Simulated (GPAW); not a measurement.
# An In chain with one bond drawn out: a series of junctions, part 2 of 2

How does transport respond as one structural variable is stepped? The junctions: an In chain with one bond drawn out.

GPAW 26.7.0; GPAW LCAO, PAW setups; Landauer transmission from Green's functions with principal layers (ASE), zero bias.

So far, conductance (G₀): step 2 (member of the series, stretch 0.2 Å) 2.89; step 5 (stretch 1.2 Å) 1.29; step 6 (stretch 1.6 Å) 0.717; step 7 (stretch 2 Å) 0.365; step 8 (stretch 2.6 Å) 0.119.

### 9. Junction, box 9 × 9 × 32.7 Å: stretch = 3.2

The cell differs from the one that the last finished run ended in (c 32.100 → 32.700 Å).

The input, run.py:

```python
import json
import numpy as np
from ase import Atoms
from ase.transport.calculators import TransportCalculator
from gpaw import GPAW, FermiDirac
from gpaw.lcao.tools import get_lcao_hamiltonian
from scipy.linalg import eigh

# The junction with lead layers at both ends, along the third cell vector
device = Atoms(
    ['In', 'In', 'In', 'In', 'In', 'In', 'In', 'In', 'In', 'In'],
    positions=[
        [4.50000, 4.50000, 1.47500],
        [4.50000, 4.50000, 4.42500],
        [4.50000, 4.50000, 7.37500],
        [4.50000, 4.50000, 10.32500],
        [4.50000, 4.50000, 13.27500],
        [4.50000, 4.50000, 19.42500],
        [4.50000, 4.50000, 22.37500],
        [4.50000, 4.50000, 25.32500],
        [4.50000, 4.50000, 28.27500],
        [4.50000, 4.50000, 31.22500]],
    cell=[[9.0, 0.0, 0.0], [0.0, 9.0, 0.0], [0.0, 0.0, 32.7]],
    pbc=True)

# One principal layer of the lead: the first 3 atoms of the device
lead = Atoms(
    ['In', 'In', 'In'],
    positions=[
        [4.50000, 4.50000, 1.47500],
        [4.50000, 4.50000, 4.42500],
        [4.50000, 4.50000, 7.37500]],
    cell=[[9.0, 0.0, 0.0], [0.0, 9.0, 0.0], [0.0, 0.0, 8.85]],
    pbc=True)

settings = dict(mode='lcao', basis='dzp', xc='LDA', h=0.2,
                occupations=FermiDirac(0.1), maxiter=250,
                mixer=dict(beta=0.1, nmaxold=8, weight=100.0),
                convergence=dict(density=0.0001))
energies = np.arange(-2, 2 + 1e-9, 0.05)
eta = 0.0001
n1, n2 = 1, 1
# k and -k transmit alike, so half of the mesh across the current serves
mesh = [(i, j) for i in range(n1) for j in range(n2) if (i, j) <= (-i % n1, -j % n2)]
weights = np.array([1 if (i, j) == (-i % n1, -j % n2) else 2 for i, j in mesh]) / (n1 * n2)

# [... helper functions left out ...]
fermi_lead = ground_state(lead, (1, 1, 13), 'lead.txt')
fermi_device = ground_state(device, (1, 1, 3), 'device.txt')
# [... loop over the mesh left out, but for ...]
        # Shift the lead onto the potential of the device's first layer
        shift = ((H[:, 0, 0] - H0[:, 0, 0]) / S0[0, 0]).real.mean()
# [...]
kT = 8.617333e-5 * 500
bias = [0.1, 0.2, 0.5, 1.0, 1.5, 2.0]
# [... integrals and printing left out ...]
```

Run with:

```sh
$ OMP_NUM_THREADS=1 OPENBLAS_NUM_THREADS=1 python run.py
```

The log of the run:

```text
basis functions: device 230, principal layer 69
Fermi level: lead -2.4627 eV, device -2.4677 eV; lead shifted by 0.0123 eV
largest coupling past the next layer 1.90e-06 eV, largest misfit of the first layer 0.107 eV
  E-E_F (eV)   T (one spin)  [channel counts left out]
    -2.000    3.6732e-11
    -1.950    1.5223e-11
    -1.900    8.6815e-12
[...]
1.950    9.3478e-02
     2.000    9.6138e-02
conductance at 500 K: 0.034925 G0 a cell; thermopower -15.57 uV/K
current from the zero-bias T(E) at 0.1 V: 0.26959 uA
current from the zero-bias T(E) at 0.2 V: 0.53362 uA
current from the zero-bias T(E) at 0.5 V: 1.2757 uA
current from the zero-bias T(E) at 1.0 V: 2.441 uA
current from the zero-bias T(E) at 1.5 V: 3.6115 uA
current from the zero-bias T(E) at 2.0 V: 4.8235 uA
```

Run time: 36 s. Hardware: 1 thread of Arm Neoverse V2, shared host; peak memory 1.1 GiB.

One spin. Transmission, zone mean against energy, zero at the Fermi level:

| energy (eV) | transmission, zone mean |
| --- | --- |
| -2.00 | 3.7e-11 |
| -1.90 | 8.7e-12 |
| -1.80 | 4.8e-12 |
| -1.70 | 4.3e-12 |
| -1.55 | 7.7e-12 |
| -1.45 | 2.0e-11 |
| -1.35 | 1.2e-10 |
| -1.25 | 0.00100 |
| -1.15 | 0.00504 |
| -1.05 | 0.00765 |
| -0.90 | 0.0106 |
| -0.80 | 0.0124 |
| -0.70 | 0.0140 |
| -0.60 | 0.0157 |
| -0.50 | 0.0175 |
| -0.40 | 0.0192 |
| -0.25 | 0.0219 |
| -0.15 | 0.0248 |
| -0.05 | 0.0330 |
| 0.00 | 0.0362 |
| 0.05 | 0.0380 |
| 0.15 | 0.0387 |
| 0.25 | 0.0389 |
| 0.40 | 0.0405 |
| 0.50 | 0.0422 |
| 0.60 | 0.0444 |
| 0.70 | 0.0468 |
| 0.80 | 0.0494 |
| 0.90 | 0.0522 |
| 1.05 | 0.0567 |
| 1.15 | 0.0599 |
| 1.25 | 0.0634 |
| 1.35 | 0.0670 |
| 1.45 | 0.0708 |
| 1.55 | 0.0748 |
| 1.70 | 0.0813 |
| 1.80 | 0.0860 |
| 1.90 | 0.0909 |
| 2.00 | 0.0961 |

The conductance, 0.0349 G₀, lies 71 % below that of the member before.

### 10. Side by side

Times are for 1 thread of Arm Neoverse V2, shared host. Results by setting:

| no. | stretch (Å) | conductance (G₀) | time | memory (GiB) |
| --- | --- | --- | --- | --- |
| 1 | 0.2 | 2.886 | 36 s | 1.0 |
| 2 | 0.5 | 2.551 | 36 s | 1.0 |
| 3 | 0.8 | 2.030 | 35 s | 1.0 |
| 4 | 1.2 | 1.290 | 36 s | 1.0 |
| 5 | 1.6 | 0.7172 | 36 s | 1.1 |
| 6 | 2 | 0.3649 | 35 s | 1.1 |
| 7 | 2.6 | 0.1186 | 36 s | 1.1 |
| 8 | 3.2 | 0.03492 | 36 s | 1.1 |

The runs together. Transmission, zone mean against energy, zero at the Fermi level:

| energy (eV) | 0.2 | 0.5 | 1.2 | 1.6 | 2.6 | 3.2 |
| --- | --- | --- | --- | --- | --- | --- |
| -2.00 | 3.5e-8 | 1.4e-8 | 3.0e-9 | 1.4e-9 | 1.6e-10 | 3.7e-11 |
| -1.85 | 4.4e-9 | 2.3e-9 | 5.7e-10 | 2.5e-10 | 2.6e-11 | 6.0e-12 |
| -1.70 | 2.7e-9 | 1.6e-9 | 4.3e-10 | 1.8e-10 | 1.9e-11 | 4.3e-12 |
| -1.50 | 6.5e-9 | 4.3e-9 | 1.1e-9 | 4.7e-10 | 4.8e-11 | 1.2e-11 |
| -1.35 | 8.3e-8 | 6.1e-8 | 1.5e-8 | 5.4e-9 | 4.8e-10 | 1.2e-10 |
| -1.20 | 0.984 | 0.874 | 0.316 | 0.130 | 0.0130 | 0.00329 |
| -1.05 | 0.988 | 0.914 | 0.459 | 0.229 | 0.0289 | 0.00765 |
| -0.90 | 0.989 | 0.921 | 0.508 | 0.275 | 0.0389 | 0.0106 |
| -0.70 | 0.989 | 0.924 | 0.543 | 0.313 | 0.0496 | 0.0140 |
| -0.55 | 0.989 | 0.926 | 0.562 | 0.335 | 0.0571 | 0.0166 |
| -0.40 | 0.989 | 0.927 | 0.576 | 0.354 | 0.0645 | 0.0192 |
| -0.25 | 0.989 | 0.928 | 0.589 | 0.370 | 0.0717 | 0.0219 |
| -0.10 | 2.89 | 2.45 | 1.08 | 0.583 | 0.0977 | 0.0291 |
| 0.00 | 2.93 | 2.64 | 1.38 | 0.766 | 0.124 | 0.0362 |
| 0.10 | 2.94 | 2.63 | 1.37 | 0.775 | 0.131 | 0.0387 |
| 0.25 | 2.92 | 2.55 | 1.24 | 0.700 | 0.126 | 0.0389 |
| 0.40 | 2.91 | 2.48 | 1.17 | 0.665 | 0.127 | 0.0405 |
| 0.55 | 2.90 | 2.45 | 1.14 | 0.658 | 0.132 | 0.0433 |
| 0.70 | 2.90 | 2.45 | 1.15 | 0.672 | 0.140 | 0.0468 |
| 0.90 | 2.91 | 2.48 | 1.19 | 0.703 | 0.152 | 0.0522 |
| 1.05 | 2.91 | 2.50 | 1.23 | 0.728 | 0.162 | 0.0567 |
| 1.20 | 2.91 | 2.51 | 1.25 | 0.751 | 0.173 | 0.0616 |
| 1.35 | 2.91 | 2.52 | 1.27 | 0.770 | 0.183 | 0.0670 |
| 1.50 | 2.91 | 2.52 | 1.28 | 0.783 | 0.194 | 0.0728 |
| 1.70 | 2.92 | 2.51 | 1.28 | 0.790 | 0.208 | 0.0813 |
| 1.85 | 2.91 | 2.48 | 1.25 | 0.786 | 0.219 | 0.0883 |
| 2.00 | 2.91 | 2.47 | 1.24 | 0.784 | 0.230 | 0.0961 |

The runs together. The current through one cell, from the zero-bias transmission by bias:

| bias (V) | 0.2 (μA) | 0.5 (μA) | 1.2 (μA) | 1.6 (μA) | 2.6 (μA) | 3.2 (μA) |
| --- | --- | --- | --- | --- | --- | --- |
| 0.100 | 22.3 | 19.7 | 9.91 | 5.52 | 0.914 | 0.270 |
| 0.200 | 44.1 | 38.7 | 19.4 | 10.8 | 1.80 | 0.534 |
| 0.500 | 100 | 87.2 | 43.7 | 24.7 | 4.26 | 1.28 |
| 1.000 | 177 | 154 | 77.9 | 44.7 | 8.01 | 2.44 |
| 1.500 | 252 | 219 | 111 | 63.9 | 11.7 | 3.61 |
| 2.000 | 327 | 285 | 144 | 82.8 | 15.4 | 4.82 |

### 11. Other settings

One more run, with changed settings.

Changes to run.py since step 9:

```diff
@@ -17,8 +17,8 @@
         [4.50000, 4.50000, 13.27500],
-        [4.50000, 4.50000, 19.42500],
-        [4.50000, 4.50000, 22.37500],
-        [4.50000, 4.50000, 25.32500],
-        [4.50000, 4.50000, 28.27500],
-        [4.50000, 4.50000, 31.22500]],
-    cell=[[9.0, 0.0, 0.0], [0.0, 9.0, 0.0], [0.0, 0.0, 32.7]],
+        [4.50000, 4.50000, 17.02500],
+        [4.50000, 4.50000, 19.97500],
+        [4.50000, 4.50000, 22.92500],
+        [4.50000, 4.50000, 25.87500],
+        [4.50000, 4.50000, 28.82500]],
+    cell=[[9.0, 0.0, 0.0], [0.0, 9.0, 0.0], [0.0, 0.0, 30.3]],
     pbc=True)
@@ -36,3 +36,3 @@
 settings = dict(mode='lcao', basis='dzp', xc='LDA', h=0.2,
-                occupations=FermiDirac(0.1), maxiter=250,
+                occupations=FermiDirac(0.1), maxiter=50,
                 mixer=dict(beta=0.1, nmaxold=8, weight=100.0),
@@ -47,3 +47,3 @@
 # [... helper functions left out ...]
-fermi_lead = ground_state(lead, (1, 1, 13), 'lead.txt')
+fermi_lead = ground_state(lead, (1, 1, 1), 'lead.txt')
 fermi_device = ground_state(device, (1, 1, 3), 'device.txt')
```

The log of the run:

```text
basis functions: device 230, principal layer 69
Fermi level: lead -2.8094 eV, device -2.4315 eV; lead shifted by 0.1215 eV
largest coupling past the next layer 1.88e-06 eV, largest misfit of the first layer 0.324 eV
  E-E_F (eV)   T (one spin)  [channel counts left out]
    -2.000    1.1627e-08
    -1.950    4.4227e-09
    -1.900    2.4653e-09
    -1.850    1.7197e-09
    -1.800    1.4098e-09
    -1.750    1.3191e-09
    -1.700    1.3910e-09
    -1.650    1.6518e-09
    -1.600    2.2321e-09
    -1.550    3.5294e-09
    -1.500    6.9540e-09
    -1.450    2.0139e-08
    -1.400    1.8237e-07
    -1.350    1.6426e-01
    -1.300    3.2302e-01
    -1.250    4.1432e-01
[...]
1.650    2.1039e+00
     1.700    2.1423e+00
     1.750    2.1626e+00
     1.800    2.1628e+00
     1.850    2.1424e+00
     1.900    2.1032e+00
     1.950    2.0488e+00
     2.000    1.9855e+00
conductance at 500 K: 1.3596 G0 a cell; thermopower -63.48 uV/K
current from the zero-bias T(E) at 0.1 V: 10.745 uA
current from the zero-bias T(E) at 0.2 V: 22.415 uA
current from the zero-bias T(E) at 0.5 V: 59.267 uA
current from the zero-bias T(E) at 1.0 V: 109.43 uA
current from the zero-bias T(E) at 1.5 V: 160.27 uA
current from the zero-bias T(E) at 2.0 V: 212.65 uA
```

Elapsed: 33 s, on 1 thread; peak memory 1 GiB.

The run finished. A setting was moved off its sound value on purpose, so it serves as a test and not as the result.

The fault put into the input: one k-point along the lead (lead_nz = 1).

### 12. What came out

* conductance, first and last member: 2.89 and 0.0349 G₀
* largest and smallest: 2.89 and 0.0349 G₀

As the extra bond length goes from 0.2 to 3.2 Å, the conductance goes from 2.89 to 0.0349 G₀. The conductance falls at every step of the series. The geometry was built from estimated bond lengths and not relaxed, so the numbers describe this model structure. Spin-orbit coupling is left out, which matters for the heavy atoms here. An evenly spaced straight chain is an idealisation: free chains tend to dimerise, zigzag or, where a band edge lies near the Fermi level, turn magnetic. The currents use the zero-bias T(E) throughout, which holds only while the bias is small against the distance to the nearest feature. The thermopower isn't quoted: it samples T(E) farther from the Fermi level than the conductance does, and the energy grid wasn't tested for it. Atomic orbitals end short of the vacuum, so tunnelling across a wide gap comes out too low. Within about eight thermal energies of the Fermi level ln T(E) bends sharply from one computed energy to the next, or the lead's channel count changes, so the thermal averages, above all the thermopower, rest on an interpolation that may be rough.

[Logs are printed without paths, hosts, clocks, repeated set-up lines and the standing remarks that a program may print on its own settings, such as how far it seeks lower states.]

[Hosts, paths, dates, database ids (printed as entryN), source tags and the programs' standing remarks are cut or masked in the printed files.]
